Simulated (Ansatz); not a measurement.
# BaTiO3 (P4mm): given cell or relaxed cell?, part 2 of 2

Aim: gaps of BaTiO3 (P4mm) at the database cell and after a full relaxation.

Ansatz 0.2.0; PBE, HSE06 and G0W0, plane waves, PAW. Known limits of the many-body steps: not at the basis limit; no spin-orbit coupling; coarse k mesh.

So far. Step 2 (PBE bands at the given cell): The gap is indirect, with the least direct gap 0.35 eV higher. Step 4 (PBE at the relaxed cell): The gap is indirect, with the least direct gap 0.55 eV higher.

### Step 5. HSE06 at the relaxed cell

HSE06 mixes in a quarter of exact exchange at short range. Exchange couples all pairs of k points, which makes a full band path dear, so levels are read on the mesh and at chosen points.

This step: DFT, HSE06, plane waves, PAW.

The input, input.yaml:

```yaml
crystal:
  lattice:
    - [3.9853289947, 0.0, 0.0]
    - [0.0, 3.9853289947, 0.0]
    - [0.0, 0.0, 4.2017232815]
  atoms:
    - { symbol: Ba, position: [0.0, 0.0, 0.0146821874] }
    - { symbol: Ti, position: [0.5, 0.5, 0.5319162272] }
    - { symbol: O, position: [0.5, 0.5, 0.9631450905] }
    - { symbol: O, position: [0.5, 0.0, 0.4836282475] }
    - { symbol: O, position: [0.0, 0.5, 0.4836282475] }
kpoints:
  mp_grid: { grid: [4, 4, 4] }
  band_path:
    path:
      - [0.0, 0.0, 0.0]
      - [0.0, 0.5, 0.0]
      - [0.5, 0.5, 0.0]
      - [0.0, 0.0, 0.5]
      - [0.0, 0.5, 0.5]
      - [0.5, 0.5, 0.5]
    npoints: 1
hamiltonian:
  xc: hse06
scf:
  occupations: { method: fixed }
  n_extra_bands: 5
output:
  eigenvalues: true
```

Run with:

```console
ansatz run input.yaml --threads 3 --pin off --max-ram 92160MiB --backend cuda --events-out ev --progress --plain --runs-dir out --devices 1 --max-vram 13GiB
```

Numbers of over 12 decimals in the logs are rounded to 6 here.

The log of the run:

```text
[...]
GPUs: using 1 of 1 available (devices: 1).
[...]
davidson cushion auto → on  (no smearing: the cushion is to keep the highest requested band from converging to the state above it; pin scf.eigensolver.cushion to override)
[...]
GPU FFT provider: cuFFT
GPU libraries: cuBLAS 13.8.2, cuFFT 12.4.0, cuSOLVER 12.3.4
Crystal: 5 atoms, lattice volume = 66.735 Å³
Basis set: ecut = 420 eV, 1303 PW (Γ)
[...]
Fermi energy:    8.961441 eV
[...]
--- Band table (eV; the first three rows and the last of 18) ---
  k-point 0: bands = [... 16 lower, 7.5260, 8.0148, 8.4128, 8.4128, 12.2511, 12.8845, 12.8845, 14.4457, ... 1 higher]
  k-point 1: bands = [... 16 lower, 7.2082, 7.3240, 8.3136, 8.3136, 12.3071, 13.4600, 13.4600, 14.4442, ... 1 higher]
  k-point 2: bands = [... 16 lower, 6.7679, 6.9266, 8.2137, 8.2137, 12.3651, 14.0261, 14.0261, 14.4450, ... 1 higher]
  k-point 17: bands = [... 16 lower, 6.2372, 8.4827, 8.4827, 8.9614, 14.6321, 14.6321, 14.8027, 16.5367, ... 1 higher]
[key lines of the parts left out:]
Free energy (F): -10163.465901 eV
```

Wall time 15 s (1 × NVIDIA H100 80GB HBM3 (shared by 6 runs) with 3 threads of AMD EPYC 7R13 (Zen 3), shared host); peak memory 1.2 GiB.

Numbers from this step:

```
gap                  : 3.290 eV
valence top at       : A
conduction bottom at : Γ
least direct gap     : 3.838 eV
```

The gap stands +1.45 eV against PBE.

### Step 6. G0W0 at the relaxed cell

Now the one-shot GW correction: screening in the RPA, then the self-energy of the levels asked for.

This step: G0W0 on PBE, plane waves, PAW.

input.yaml, as its differences from that of step 5:

```diff
@@ -13,17 +13,11 @@
   mp_grid: { grid: [4, 4, 4] }
-  band_path:
-    path:
-      - [0.0, 0.0, 0.0]
-      - [0.0, 0.5, 0.0]
-      - [0.5, 0.5, 0.0]
-      - [0.0, 0.0, 0.5]
-      - [0.0, 0.5, 0.5]
-      - [0.5, 0.5, 0.5]
-    npoints: 1
 hamiltonian:
-  xc: hse06
+  xc: pbe
 scf:
   occupations: { method: fixed }
-  n_extra_bands: 5
-output:
-  eigenvalues: true
+gw:
+  n_empty_bands: 199
+  ecut_chi: 120
+  qp_bands: [v2, c2]
+  qp_kpoints: band_edges
+  screening: { model: contour_deformation }
```

The log of the run:

```text
GPUs: using 1 of 1 available (devices: 1).
[...]
GPU FFT provider: cuFFT
GPU libraries: cuBLAS 13.8.2, cuFFT 12.4.0, cuSOLVER 12.3.4
Crystal: 5 atoms, lattice volume = 66.735 Å³
Basis set: ecut = 420 eV, 1303 PW (Γ)
Bands: 25, of which v1, the nominal top of the filled ones, is band 20 counted from 1 (19 counted from 0)
Symmetry: 8 space group operations
[...]
k-points: 18 of 64 (time reversal used)
[...]
1    22     12.9560   -14.0784    -6.3518   -21.7537  0.7166    14.3236    14.2795  root
[...]
17    19      9.5098   -25.6174     4.7164   -20.5671  0.7193     9.1736     9.1758  root
    17    20      9.9728   -25.9384     4.8091   -20.8448  0.7162     9.6867     9.6884  root
    17    21     13.9650   -14.7238    -7.3583   -23.4666  0.6844    15.4195    15.3495  root
    17    22     13.9650   -14.7238    -7.3583   -23.4666  0.6844    15.4195    15.3495  root
[key lines of the parts left out:]
SCF converged after 7 iterations
Free energy (F): -10159.617321 eV
Fermi energy:    9.972822 eV
```

Elapsed: 12 s, on 1 × NVIDIA H100 80GB HBM3 (shared by 6 runs) with 3 threads; peak memory 1.3 GiB.

This step gave:

| Property | Result |
| --- | --- |
| bands summed | 219 |
| RPA ε∞ on this mesh (eigenvalues) | 5.019, 5.950, 5.950 |
| plane waves in the screening matrix | 195 |
| G0W0 gap on the mesh | 3.372 eV |
| k of the valence top | -0.5, -0.5, -0.5 |
| k of the conduction bottom | 0, 0, 0 |
| starting gap on the mesh | 1.843 eV |
| least direct G0W0 gap on the computed points | 3.926 eV |

The gap on the mesh goes from 1.84 eV to 3.37 eV, a correction of +1.53 eV. Between the two edge states, bare exchange in place of the xc potential would open the gap by 12.85 eV, and correlation takes back 11.32 eV.

### Step 7. G0W0 at the given cell

The input, input.yaml:

```yaml
crystal:
  lattice:
    - [3.99048, 0.0, 0.0]
    - [0.0, 3.99048, 0.0]
    - [0.0, 0.0, 4.02303]
  atoms:
    - { symbol: Ba, position: [0.0, 0.0, 0.0] }
    - { symbol: Ti, position: [0.5, 0.5, 0.522] }
    - { symbol: O, position: [0.5, 0.5, 0.979] }
    - { symbol: O, position: [0.5, 0.0, 0.488] }
    - { symbol: O, position: [0.0, 0.5, 0.488] }
kpoints:
  mp_grid: { grid: [4, 4, 4] }
hamiltonian:
  xc: pbe
scf:
  occupations: { method: fixed }
gw:
  n_empty_bands: 191
  ecut_chi: 120
  qp_bands: [v2, c2]
  qp_kpoints: band_edges
  screening: { model: contour_deformation }
```

The log of the run:

```text
GPUs: using 1 of 1 available (devices: 1).
[...]
GPU FFT provider: cuFFT
GPU libraries: cuBLAS 13.8.2, cuFFT 12.4.0, cuSOLVER 12.3.4
Crystal: 5 atoms, lattice volume = 64.062 Å³
Basis set: ecut = 420 eV, 1245 PW (Γ)
Bands: 25, of which v1, the nominal top of the filled ones, is band 20 counted from 1 (19 counted from 0)
Symmetry: 8 space group operations
[...]
k-points: 18 of 64 (time reversal used)
[...]
1    22     13.3860   -14.1315    -6.3821   -21.7920  0.7160    14.7061    14.6644  root
[...]
17    19     10.2263   -25.8266     4.7833   -20.7575  0.7187     9.9388     9.9405  root
    17    20     10.4012   -25.8870     4.8214   -20.8018  0.7164    10.1359    10.1373  root
    17    21     14.6387   -14.6074    -7.7383   -23.6292  0.6705    15.9917    15.9222  root
    17    22     14.6512   -14.7347    -7.5667   -23.6315  0.6765    16.0533    15.9813  root
[key lines of the parts left out:]
SCF converged after 7 iterations
Free energy (F): -10159.572460 eV
Fermi energy:    10.401152 eV
```

It took 16 s on 1 × NVIDIA H100 80GB HBM3 (shared by 6 runs) with 3 threads; peak memory 1.3 GiB; 14 s of CPU time.

This step gave:

- bands summed: 211
- RPA ε∞ on this mesh (eigenvalues): 5.654, 6.265, 6.265
- plane waves in the screening matrix: 179
- G0W0 gap on the mesh: 3.326 eV
- k of the valence top: -0.5, -0.5, -0.5
- k of the conduction bottom: 0, 0, 0
- starting gap on the mesh: 1.856 eV
- least direct G0W0 gap on the computed points: 3.666 eV

The gap on the mesh goes from 1.86 eV to 3.33 eV, a correction of +1.47 eV. Between the two edge states, bare exchange in place of the xc potential would open the gap by 12.75 eV, and correlation takes back 11.28 eV.

### Step 8. Together

G0W0 rows are gaps on the mesh, lowered by the amount that the mesh misses the start's edges, a rough step that assumes the same correction there.

```csv
level,given cell (eV),relaxed cell (eV),change (eV)
PBE,1.86,1.84,−0.02
HSE06,-,3.29,-
G0W0@PBE,3.33,3.37,+0.05
```

### Step 9. What came out

| Item | Value |
| --- | --- |
| volume change | +4.2 % |
| PBE, given cell | 1.86 eV |
| PBE, relaxed cell | 1.84 eV |
| HSE06, relaxed cell | 3.29 eV |
| G0W0@PBE, relaxed cell | 3.37 eV |
| G0W0@PBE, given cell | 3.33 eV |
| known limits | not at the basis limit; no spin-orbit coupling; coarse k mesh |

In words: Relaxation changes the volume by +4.2 % and the gap by −0.02 eV (PBE) and +0.05 eV (G0W0@PBE). Bands and cutoff are finite, so the gap is not at the basis limit. The miss can reach some tenths of an eV and take either sign; the mesh is an error of its own. The 4×4×4 mesh is coarse for this cell (its supercell is 16 Å along the shortest edge). The RPA ε∞ on it, from the PBE start, is 5.65 and 6.26; such meshes misread the long-range screening, most where the gap is narrow. The many-body steps are scalar-relativistic: spin-orbit coupling is not in them.

[Paths, hosts, dates, memory and timing lines, banners, echoed tables and standing remarks are left out of the program output.]

[Logs are printed without paths, hosts, clocks, repeated set-up lines and the standing remarks that a program may print on its own settings, such as how far it seeks lower states.]

[Runs of the session that timed out or met a known fault of the program may be left out.]

[Cells called generated may have been cut or substituted from an entry of the Crystallography Open Database or the Materials Project.]

[Hosts, paths, dates, database ids (printed as entryN), source tags and the programs' standing remarks are cut or masked in the printed files.]
